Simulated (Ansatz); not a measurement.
# NaF (Villiaumite, Fm-3m): lattice thermal conductivity, part 2 of 2

Aim: the lattice thermal conductivity of NaF (Villiaumite) against temperature, and which phonons carry it.

Experimental results on record:
- thermal conductivity 18.4 W/m/K near room temperature (given in “Combining the AFLOW GIBBS and Elastic Libraries to efficiently and robustly screen thermo-mechanical properties of solids”, 2017, arXiv:1611.05714)
- thermal conductivity 16.5 W/m/K near room temperature (given in “Predicting the lattice thermal conductivity of solids by solving the Boltzmann transport equation: AFLOW - AAPL an automated, accurate and efficient framework”, 2017, arXiv:1611.05481)

Ansatz 0.2.0; DFT PBEsol, scalar-relativistic, plane waves, PAW; PAW set soft_1.

So far. Step 2 (A first coarse run): The start is under -0.35 GPa at this level and looks like an insulator or semiconductor on this mesh. Step 4 (Tight relaxation): The residual pressure is 3.0e-4 GPa, small enough for phonons. The relaxed cell has a = 4.629 Å (conventional setting).

### Step 5. Anharmonic force constants and conductivity

The supercell must be wider than twice the pair cutoff, and the number of displaced cells grows with the pairs inside it, which is where the cost lies.

The input, input.yaml:

```yaml
crystal:
  lattice:
    - [0.0, 2.3143489472, 2.3143489472]
    - [2.3143489472, 0.0, 2.3143489472]
    - [2.3143489472, 2.3143489472, 0.0]
  atoms:
    - { symbol: Na, position: [0.0, 0.0, 0.0] }
    - { symbol: F, position: [0.5, 0.5, 0.5] }
kpoints:
  mp_grid: { grid: [8, 8, 8] }
hamiltonian:
  xc: pbesol
  pseudopotentials: { kind: paw, azcp: { folder: soft_1 }, xc_functional: pbe }
scf:
  occupations: { method: fixed }
  lower_state_search: "off"
output:
  eigenvalues: true
phonons:
  method: fd
  dielectric: true
  supercell: [4, 4, 4]
  temperatures: { t_max: 1000, t_step: 50 }
  qpath:
    path:
      - [[0.0, 0.0, 0.0], [0.5, 0.0, 0.5], [0.5, 0.25, 0.75], [0.375, 0.375, 0.75], [0.0, 0.0, 0.0], [0.5, 0.5, 0.5], [0.625, 0.25, 0.625], [0.5, 0.25, 0.75], [0.5, 0.5, 0.5], [0.375, 0.375, 0.75]]
      - [[0.625, 0.25, 0.625], [0.5, 0.0, 0.5]]
    npoints: 10
  third_order: { supercell: [4, 4, 4], pair_cutoff: 5.325 }
  lattice_thermal_conductivity:
    qmesh: [23, 23, 23]
    temperatures: [100.0, 150.0, 200.0, 300.0, 400.0, 500.0, 600.0, 800.0]
    isotope_mass_variance: [{ species: F, variance: 0.0 }, { species: Na, variance: 0.0 }]
    solution: relaxation_time
```

The run is started by

```
> ansatz run input.yaml --threads 18 --pin off --max-ram 92160MiB --backend cuda --events-out ev --progress --plain --runs-dir out
```

Numbers of over 12 decimals in the logs are rounded to 6 here.

Output:

```text
Warning: phonons.dielectric: true without phonons.rigid_motions: the static dielectric tensor ε⁰ will be withheld (ε∞, Z* and the rows of modes are given); for a crystal or a slab, whose only rigid motions are the translations, set phonons.rigid_motions: translations
[...]
Crystal: 128 atoms, lattice volume = 1586.706 Å³
Basis set: ecut = 420 eV, 30923 PW (Γ), exchange–correlation on 192×192×192 points (8 copies of the dense FFT grid, shifted against one another)
Bands: 640, of which v1, the nominal top of the filled ones, is band 512 counted from 1 (511 counted from 0)
Symmetry: 3072 space group operations
k-points: 3 of 8
[...]
SCF iter   1: F=—  HF=-145851.314293 eV  |F-HF|=—  |Δ(HF+E_count)|=         —  Δρ=5.78e-8  dr2=4.32e-11  ethr=1.00e-12  ⟨swp⟩=3.0  Hψ=4636  notcnv=0
[...]
SCF iter   2: F=-145851.314293 eV  HF=-145851.314293 eV  |F-HF|=3.20e-10  |Δ(HF+E_count)|=  3.20e-10  Δρ=2.16e-8  dr2=2.34e-12  ethr=1.00e-12  ⟨swp⟩=3.0  Hψ=4029  notcnv=0
SCF 1 converged in 2 iterations: F = -145851.314293 eV  dr2 = 2.34e-12
[...]
Crystal: 2 atoms, lattice volume = 24.792 Å³
Basis set: ecut = 420 eV, 531 PW (Γ), exchange–correlation on 48×48×48 points (8 copies of the dense FFT grid, shifted against one another)
Bands: 12, of which v1, the nominal top of the filled ones, is band 8 counted from 1 (7 counted from 0)
Symmetry: 48 space group operations
k-points: 59 of 512 (irreducible under 8 space group operations, time reversal used)
[...]
SCF iter   3: F=-2278.926786 eV  HF=-2278.926786 eV  |F-HF|=1.96e-11  |Δ(HF+E_count)|=  4.91e-11  Δρ=4.10e-7  dr2=2.06e-11  ethr=1.00e-12  ⟨swp⟩=1.0  Hψ=1776  notcnv=0
SCF 2 converged in 3 iterations: F = -2278.926786 eV  dr2 = 2.06e-11
[...]
SCF 3 converged in 10 iterations: F = -145851.314280 eV  dr2 = 1.41e-12
[...]
--- Phonons: 2 displaced members + reference (amplitude 0.0025 Å, Σ member SCF iterations 19) ---
  symmetry images taken by strict's conditions (phonons.symmetry_images: auto; settled by no image being taken that strict refuses)
  ASR residual: 1.571e-4 → 0.000e0 eV/Å²; symmetrization residual: 6.910e-6 eV/Å²
  largest component of a force at the reference: 2.8e-27 eV/Å
  ASR residual per site (eV/Å²): 1.25e-5 1.57e-4
  Γ frequencies (cm⁻¹): 0.00 0.00 0.00 239.39 239.39 239.39
  Unit cell's response to a homogeneous field, on a k mesh of 8×8×8: 1 representative field direction (Σ response iterations 6)
  ε∞ (high-frequency dielectric tensor):
        1.893256    -0.000000     0.000000
        0.000000     1.893256    -0.000000
        0.000000     0.000000     1.893256
  ε⁰ (static dielectric tensor): not given — the deck does not say what the cell's rigid motions are, and on a molecule in a box or a wire the rigid rotations would enter the sum over the modes at Γ. For a crystal or a slab, whose only rigid motions are the translations, set phonons.rigid_motions: translations.
  Born effective charges Z* (e; rows j = field, columns β = displacement):
    site 0:
         1.01164    0.00000   -0.00000
        -0.00000    1.01164   -0.00000
        -0.00000   -0.00000    1.01164
    site 1:
        -1.01164   -0.00000    0.00000
         0.00000   -1.01164    0.00000
         0.00000    0.00000   -1.01164
  Z* charge neutrality: 1.094e-5 e pre-enforcement
  k-mesh period / interband length: 26.2 Å / 0.88 Å = 29.82 at k = (0.0000, 0.0000, 0.0000), direct gap 6.199 eV — 14 or more, which is no proof of convergence
  optical modes at Γ without the LO–TO term, one row a degenerate level:
      ω (cm⁻¹)  modes    IR ((D/Å)²/amu)
        239.39      3             6.8094
  optical modes at Γ + LO–TO along q̂ = [1.0000, 0.0000, 0.0000]:
      ω (cm⁻¹)  modes    IR ((D/Å)²/amu)
        239.39      2             4.5396
        400.56      1             2.2698
  optical modes at Γ + LO–TO along q̂ = [0.0000, 1.0000, 0.0000]:
      ω (cm⁻¹)  modes    IR ((D/Å)²/amu)
        239.39      2             4.5396
        400.56      1             2.2698
  optical modes at Γ + LO–TO along q̂ = [0.0000, 0.0000, 1.0000]:
      ω (cm⁻¹)  modes    IR ((D/Å)²/amu)
        239.39      2             4.5396
        400.56      1             2.2698
  density of states and harmonic sums: on the 24×24×24 q-mesh, interpolated from the force constants of a 4×4×4 supercell (with the dipole–dipole term)
  largest difference from the sums on the solved wave vectors: F 1.06e-2 eV, S 1.47e-5 and C_V 4.00e-6 eV/K
  zero-point energy: 0.081151 eV/cell   skipped modes (ω ≤ 0): 3   left out of the sums: 3.62e-5 of the cell's modes: C_V's classical limit lies that fraction below 3 k_B per atom; for a crystal, a wire or a layer, F and S can be off by more, and a phonons.interpolated_qmesh denser along its periods is the remedy for the sampling
--- Third-order force constants: 129 member SCFs in a 4×4×4 supercell (pair cutoff 5.325 Å, amplitude 0.03 Å, SCF threshold 1.00e-9 eV, Σ member SCF iterations 1054) ---
[...]
sum-rule residual: 3.448e-2 → 1.561e-15 eV/Å³; symmetrization residual: 5.271e-3 eV/Å³; largest sum-rule correction relative to its orbit: 1.392e-1, on the orbit of the block of home site 0 with site 1 of cell (-2, -1, 0) and site 1 of cell (-2, -1, 0), whose norm before the correction was 9.747e-2 eV/Å³
--- Lattice thermal conductivity: 23×23×23 mesh (364 irreducible points), tetrahedron method ---
  three-phonon and isotope scattering only; four-phonon, boundary and, in a metal, phonon-electron scattering are left out
  each conductivity is what the modes' populations carry and what the coherences between them add
  conductivity (a third of the tensor's trace), W/(m K), in the relaxation-time approximation:
       T (K)   relaxation time
      100.00           74.8838
      150.00           47.6870
      200.00           35.4287
      300.00           23.5909
      400.00           17.7578
      500.00           14.2772
      600.00           11.9651
      800.00            9.0858
```

Elapsed: 2.4 min, on 1 × NVIDIA GB200 with 18 threads of Arm Neoverse V2, shared host; peak memory 3.6 GiB; 20 min of CPU time.

Numbers from this step:

| Property | Result |
| --- | --- |
| Γ frequencies | 0, 0, 0, 239.4, 239.4, 239.4 cm⁻¹ (negative: imaginary) |
| lowest frequency on the path | 0 cm⁻¹ |
| zero-point energy | 0.08115 eV/cell |
| point group | m-3m |
| highest frequency | 400.6 cm⁻¹ |
| Debye temperature from the second moment | 422 K |
| κ at 300 K (relaxation time) | 23.59 W/m/K |
| dipole term | run |
| mean free path at half of κ | 19.6 nm |
| share of κ above the three lowest branches | 0.141 |
| third-order blocks | 2918 |
| periodic aliases dropped | 288 |
| largest relative sum-rule correction | 0.1392 |
| displaced cells, third order | 129 |

LO-TO term included. The phonon branches at the labelled points (cm⁻¹):

| point | branch 1 | branch 2 | branch 3 | branch 4 | branch 5 | branch 6 |
| --- | --- | --- | --- | --- | --- | --- |
| Γ | 0 | 0 | 0 | 239 | 239 | 401 |
| halfway | 100 | 100 | 192 | 246 | 246 | 340 |
| X | 141 | 141 | 252 | 254 | 254 | 281 |
| halfway | 164 | 167 | 242 | 246 | 257 | 275 |
| W | 203 | 208 | 208 | 226 | 265 | 265 |
| halfway | 172 | 210 | 225 | 232 | 261 | 269 |
| K | 156 | 212 | 230 | 234 | 260 | 270 |
| halfway | 123 | 136 | 188 | 211 | 249 | 354 |
| Γ | 0 | 0 | 0 | 239 | 239 | 401 |
| halfway | 105 | 105 | 166 | 227 | 227 | 376 |
| L | 173 | 173 | 194 | 194 | 296 | 301 |
| halfway | 166 | 190 | 211 | 227 | 273 | 288 |
| U | 156 | 212 | 230 | 234 | 260 | 270 |
| halfway | 172 | 210 | 225 | 232 | 261 | 269 |
| W | 203 | 208 | 208 | 226 | 265 | 265 |
| halfway | 174 | 184 | 218 | 232 | 266 | 283 |
| L | 173 | 173 | 194 | 194 | 296 | 301 |
| halfway | 166 | 190 | 211 | 227 | 273 | 288 |
| K | 156 | 212 | 230 | 234 | 260 | 270 |
| jump to U | 156 | 212 | 230 | 234 | 260 | 270 |
| halfway | 145 | 163 | 247 | 249 | 256 | 277 |
| X | 141 | 141 | 252 | 254 | 254 | 281 |

The phonon branches as a text plot (rows in cm⁻¹):

```
    392 |**                     ******
    376 |  *                  **      *
    359 |   *                *         *
    342 |    *                          *
    325 |     *             *            *
    309 |                  *              *             *
    292 |      *                          ***         ******
    275 |       *****  ***               *  ****** ***    *******
    259 |       *************           *    *********      *****
    242 |*******   **    **  ********        ***    *       * **
    225 |     *      *******  **     ***    **********    ****
    209 |            ****** **         **  *********  ** ****
    192 |    *       **    * *           ** *    * *** *** *  *
    175 |           *  *   *              **        *******
    159 |   *      *    *** * *       * **  *****          *****
    142 |       ***         **       * *                       **
    125 |  *   *             * *
    108 |    **               *     * *
     92 | * *                 ***    *
     75 |                      *
     58 |  *                    *   *
     42 |**                     ** *
     25 |*                       * *
      8 |                         *
         Γ       X    W  K        Γ      L     U  W     L   K|U X
```

Table of lattice thermal conductivity, RTA xx by temperature:

| temperature (K) | lattice thermal conductivity, RTA xx (W/m/K) |
| --- | --- |
| 100 | 74.9 |
| 150 | 47.7 |
| 200 | 35.4 |
| 300 | 23.6 |
| 400 | 17.8 |
| 500 | 14.3 |
| 600 | 12.0 |
| 800 | 9.09 |

The modes has structure finer than the step of the table below, so its rows give means over 10 cm⁻¹, whole bins alone (the curve runs from -10 to 422 cm⁻¹). Peaks (cm⁻¹: height): F 152.9: 0.00949, 242.5: 0.0301, 275.1: 0.0172; Na 171.9: 0.0255, 245.2: 0.0317.

Phonopy on the run's constants, 21x21x21 mesh, Gaussian sigma 3.1 cm⁻¹. Modes against wavenumber; means over each step; values in 1/cm⁻¹/cell:

```csv
wavenumber (cm⁻¹),F,Na
0,1.5e-5,1.5e-5
10,4.4e-6,6.4e-6
20,1.2e-4,1.4e-4
30,1.8e-4,2.1e-4
40,4.0e-4,4.9e-4
50,5.4e-4,6.6e-4
60,8.7e-4,0.00108
70,0.00117,0.00148
80,0.00156,0.00198
90,0.00216,0.00282
100,0.00250,0.00335
110,0.00362,0.00499
120,0.00421,0.00611
130,0.00531,0.00804
140,0.00779,0.0125
150,0.00864,0.0152
160,0.00849,0.0176
170,0.00782,0.0238
180,0.00554,0.0201
190,0.00657,0.0136
200,0.0171,0.0119
210,0.0213,0.0126
220,0.0228,0.0153
230,0.0246,0.0192
240,0.0291,0.0281
250,0.0264,0.0276
260,0.0188,0.0168
270,0.0140,0.00521
280,0.0145,0.00325
290,0.00903,0.00302
300,0.00673,0.00276
310,0.00567,0.00320
320,0.00446,0.00293
330,0.00375,0.00266
340,0.00348,0.00261
350,0.00299,0.00233
360,0.00254,0.00203
370,0.00214,0.00174
380,0.00171,0.00140
390,0.00118,9.7e-4
400,3.6e-4,3.0e-4
410,5.3e-6,4.9e-6
```

Distinct triplets, nearest first. Third order norms, by row:

| sites | side 1 (Å) | side 2 (Å) | side 3 (Å) | norm of the 27 components (eV/Å³) |
| --- | --- | --- | --- | --- |
| Na-Na-Na | 0 | 0 | 0 | 0 |
| F-F-F | 0 | 0 | 0 | 0 |
| Na-F-F | 0 | 2.31 | 2.31 | 8.064 |
| Na-F-Na | 0 | 2.31 | 2.31 | 8.195 |
| Na-F-F | 2.31 | 2.31 | 3.27 | 0.061 |
| Na-F-Na | 2.31 | 2.31 | 3.27 | 0.101 |
| Na-Na-Na | 0 | 3.27 | 3.27 | 0.924 |
| Na-Na-Na | 3.27 | 3.27 | 3.27 | 0.012 |
| F-F-F | 0 | 3.27 | 3.27 | 0.759 |
| F-F-F | 3.27 | 3.27 | 3.27 | 0.072 |
| Na-F-F | 2.31 | 3.27 | 4.01 | 0.053 |
| Na-F-Na | 2.31 | 3.27 | 4.01 | 0.028 |
| Na-F-F | 0 | 4.01 | 4.01 | 0.262 |
| Na-F-Na | 0 | 4.01 | 4.01 | 0.281 |
| Na-F-Na | 2.31 | 2.31 | 4.63 | 0.077 |
| Na-F-F | 2.31 | 2.31 | 4.63 | 0.064 |
| Na-Na-Na | 3.27 | 3.27 | 4.63 | 0.007 |
| F-F-F | 3.27 | 3.27 | 4.63 | 0.024 |
| Na-F-F | 4.01 | 4.01 | 4.63 | 0.007 |
| Na-F-Na | 4.01 | 4.01 | 4.63 | 0.009 |
| Na-Na-Na | 0 | 4.63 | 4.63 | 0.129 |
| F-F-F | 0 | 4.63 | 4.63 | 0.157 |
| Na-F-F | 2.31 | 3.27 | 5.18 | 0.049 |
| Na-F-Na | 2.31 | 3.27 | 5.18 | 0.019 |
| Na-F-F | 3.27 | 4.01 | 5.18 | 0.013 |
| Na-F-Na | 3.27 | 4.01 | 5.18 | 0.007 |
| Na-F-Na | 2.31 | 4.63 | 5.18 | 0.011 |
| Na-F-F | 2.31 | 4.63 | 5.18 | 0.012 |
| Na-F-F | 0 | 5.18 | 5.18 | 0.101 |
| Na-F-F | 3.27 | 5.18 | 5.18 | 0.01 |

Born charge (rows field, columns displacement) (e), principal values of the symmetric part by kind of site:

```csv
atom,atoms with these values,low,middle,high,mean
Na1,1,1.01,1.01,1.01,1.01
F2,1,-1.01,-1.01,-1.01,-1.01
```

In full for Na1:

```
1.01 0.00 0.00
0.00 1.01 0.00
0.00 0.00 1.01
```

RTA, 300 K. Kappa by branch, by row:

| branch (by rank) | mean frequency (THz) | mean rms speed (km/s) | median lifetime (ps) | share of kappa |
| --- | --- | --- | --- | --- |
| 1 | 4.33 | 2.19 | 4.62 | 0.348 |
| 2 | 4.84 | 2.63 | 4.04 | 0.32 |
| 3 | 6.19 | 2.17 | 3.07 | 0.191 |
| 4 | 7.01 | 1.69 | 2.74 | 0.074 |
| 5 | 7.56 | 1.26 | 2.48 | 0.038 |
| 6 | 9.32 | 2.17 | 0.798 | 0.029 |

The spectral kappa at 300 K, relaxation time (W/m/K/THz) by frequency; read off at these points:

```
frequency (THz)  spectral kappa at 300 K, relaxation time (W/m/K/THz)
           0.10                                                     0
           0.70                                                     0
           1.30                                                  1.83
           1.70                                                  2.29
           2.30                                                  1.68
           2.90                                                  1.72
           3.50                                                  3.31
           3.90                                                  4.26
           4.10                                                  3.04
           4.30                                                  5.15
           4.50                                                  4.44
           4.90                                                  6.98
           5.10                                                  5.52
           5.50                                                  6.46
           5.70                                                  3.99
           5.90                                                  6.24
           6.30                                                  3.77
           6.90                                                  3.36
           7.50                                                  1.25
           7.90                                                 0.489
           8.50                                                 0.433
           9.10                                                 0.305
           9.70                                                 0.247
          10.30                                                0.0576
          10.70                                                0.0580
          11.30                                               0.00969
          11.90                                                3.1e-4
```

Relaxation-time solution. The share of κ carried by shorter paths by mean free path:

| mean free path (nm) | 100 K | 300 K | 800 K |
| --- | --- | --- | --- |
| 0.316 | 0 | 0 | 0.001 |
| 0.464 | 0 | 0 | 0.003 |
| 0.681 | 0 | 0.001 | 0.011 |
| 1 | 0 | 0.002 | 0.029 |
| 1.47 | 0 | 0.005 | 0.069 |
| 2.15 | 0 | 0.016 | 0.156 |
| 3.16 | 0.001 | 0.035 | 0.259 |
| 4.64 | 0.002 | 0.086 | 0.377 |
| 6.81 | 0.006 | 0.178 | 0.502 |
| 10 | 0.01 | 0.278 | 0.623 |
| 14.7 | 0.019 | 0.405 | 0.737 |
| 21.5 | 0.054 | 0.528 | 0.843 |
| 31.6 | 0.126 | 0.642 | 0.897 |
| 46.4 | 0.221 | 0.769 | 0.924 |
| 68.1 | 0.322 | 0.856 | 0.936 |
| 100 | 0.451 | 0.896 | 0.964 |
| 147 | 0.564 | 0.922 | 0.967 |
| 215 | 0.689 | 0.935 | 0.973 |
| 316 | 0.791 | 0.962 | 0.973 |
| 464 | 0.847 | 0.972 | 1 |
| 681 | 0.88 | 0.972 | 1 |
| 1000 | 0.897 | 0.972 | 1 |
| 1470 | 0.936 | 1 | 1 |
| 2150 | 0.959 | 1 | 1 |
| 3160 | 0.959 | 1 | 1 |
| 4640 | 0.959 | 1 | 1 |
| 6810 | 1 | 1 | 1 |

300 K; a sample spread over frequency. Mode lifetimes, by row, the first 40 of 90 rows:

```csv
q1,q2,q3,branch,frequency (THz),rms speed (km/s),three-phonon rate (1/ps),isotope rate (1/ps),lifetime (ps),mean free path (nm)
0,0,0.0435,1,0.582,3.65,0.0832,0,12,43.9
0,0.1304,0.1304,1,1.718,2.82,0.015,0,66.5,188
0.0435,0.1304,0.2174,1,2.236,2.94,0.09,0,11.1,32.7
0,0,0.1304,3,2.662,5.35,0.109,0,9.2,49.2
0,0.087,-0.1739,2,2.963,3.39,1.06,0,0.946,3.21
0,0.087,0.2609,2,3.217,3.41,0.631,0,1.59,5.4
0.087,0.2174,-0.1304,1,3.422,3.13,0.0501,0,20,62.5
0,0.1304,0.3478,1,3.589,2.34,0.508,0,1.97,4.61
0.0435,0.2174,0.3478,2,3.788,3.38,0.318,0,3.15,10.6
0.0435,0.1304,0.3913,1,3.895,2.47,0.436,0,2.29,5.66
0.0435,0.087,0.3913,1,4.05,2.51,0.427,0,2.34,5.88
0,0.0435,0.3478,2,4.178,2.93,0.569,0,1.76,5.15
0,0.3043,0.4783,1,4.241,1.27,0.196,0,5.11,6.46
0,0.3478,0.4348,2,4.319,2.58,0.0952,0,10.5,27.1
0.087,0.3913,0.4783,2,4.405,2.24,0.177,0,5.64,12.7
0,0.2174,0.3913,2,4.516,3.51,0.232,0,4.31,15.2
0.0435,0.2174,-0.2174,2,4.601,2.85,0.645,0,1.55,4.42
0.0435,0.1739,-0.2609,2,4.666,2.82,0.602,0,1.66,4.68
0,0.087,-0.3913,1,4.751,2.17,0.324,0,3.09,6.7
0,0.3478,-0.3478,1,4.853,1.18,0.237,0,4.21,4.96
0,0.0435,-0.4348,1,4.932,1.86,0.347,0,2.88,5.36
0,0.1304,0.2609,3,4.986,4.47,0.413,0,2.42,10.8
0.0435,0.087,-0.4783,1,5.065,1.59,0.322,0,3.11,4.95
0,0,0.4783,2,5.146,1.13,0.33,0,3.03,3.42
0.0435,0.2174,0.2609,3,5.198,4.43,0.319,0,3.13,13.9
0.0435,0.2174,-0.3043,2,5.267,1.49,0.393,0,2.54,3.79
0,0.1739,-0.3913,2,5.327,2.41,0.246,0,4.07,9.81
0.087,0.4348,-0.3913,2,5.426,3.63,0.0836,0,12,43.4
0.1739,0.4783,-0.3478,2,5.525,2.45,0.202,0,4.95,12.1
0.087,0.1739,0.3478,3,5.635,3.9,0.301,0,3.33,13
0.0435,0.3478,-0.4348,2,5.795,3.69,0.114,0,8.74,32.2
0.2174,0.4783,-0.3043,1,5.888,2.53,0.0503,0,19.9,50.3
0,0.0435,-0.4783,4,5.936,1.48,0.374,0,2.67,3.95
0.087,0.2609,-0.2609,3,6.01,0.98,0.366,0,2.73,2.68
0.0435,0.1304,0.4783,3,6.083,1.4,0.354,0,2.83,3.95
0,0.2609,-0.4348,2,6.166,1.52,0.2,0,4.99,7.6
0.1739,0.3913,-0.2174,3,6.239,0.87,0.341,0,2.93,2.56
0.1304,0.3043,-0.1739,3,6.272,1.78,0.317,0,3.16,5.63
0.2174,0.4783,-0.2609,3,6.345,2.33,0.0531,0,18.8,43.9
0.087,0.2609,0.3913,3,6.421,2.99,0.36,0,2.77,8.3
```

Without the LO-TO term. Gamma linewidths, by row:

| branch | frequency (cm⁻¹) | three-phonon rate (1/ps) | isotope rate (1/ps) | FWHM (cm⁻¹) |
| --- | --- | --- | --- | --- |
| 4 | 239.4 | 0.513 | 0 | 2.72 |
| 5 | 239.4 | 0.513 | 0 | 2.72 |
| 6 | 239.4 | 0.513 | 0 | 2.72 |

W/m/K, third of the trace; RTA populations with a boundary rate v/L added to each mode (Matthiessen's rule). Kappa by grain size, by row:

```csv
T (K),bulk,10 nm,30 nm,100 nm,300 nm,1000 nm,10000 nm,100000 nm
100,74.82,8.432,18.27,34.05,49.04,61.42,72.16,74.5
300,23.4,8.443,13.36,18.01,20.71,22.26,23.25,23.39
600,11.68,5.935,8.25,10.02,10.9,11.38,11.64,11.68
```

At 300 K the relaxation-time value is 23.6 W/(m K).

### Step 6. What came out

```yaml
highest_frequency: 400.6 cm⁻¹
debye_temperature_from_the_second_moment: 422 K
kappa_at_300_k_relaxation_time: 23.59 W/m/K
mean_free_path_at_half_of_kappa: 19.6 nm
share_of_kappa_above_the_three_lowest_branches: 0.141
```

What this shows: The lattice of NaF (Villiaumite) conducts 23.6 W/(m K) at 300 K by PBEsol (mean over directions, relaxation-time solution). Above 300 K the relaxation-time κ falls as T^-0.97, near the 1/T law of three-phonon scattering. Grains of 100 nm would keep 77 % of the bulk value at 300 K, and grains of 1 µm 95 %. A measured thermal conductivity near room temperature is 18.4 W/m/K (arXiv:1611.05714); the calculated 23.6 W/m/K differs by +28 %. Four-phonon, defect and boundary scattering, which are left out, would lower the calculated value; thermal expansion is left out too. The last run computed the relaxation-time solution alone; it counts normal processes as resistive, so the full solution usually lies higher, most of all in good conductors. The sum rules changed one orbit of cubic constants by up to 14 %; by the manual a large change points to a short cutoff or, on a small and distant orbit, to noisy forces. The conductivities include the coherence part between close branches; the shares for grains, isotopes, branches and paths are of the relaxation-time populations alone. Cubic couplings among atoms farther apart than the pair cutoff are dropped, and neither the cutoff nor the q-mesh was shown to be converged here. The PAW files were made for PBE and are used here under another functional, for which the program regenerates the frozen cores.

[Logs are printed without paths, hosts, clocks, repeated set-up lines and the standing remarks that a program may print on its own settings, such as how far it seeks lower states.]

[Hosts, paths, dates, database ids (printed as entryN), source tags and the programs' standing remarks are cut or masked in the printed files.]

[A step with changed settings may run another functional than the one named; its input shows which.]
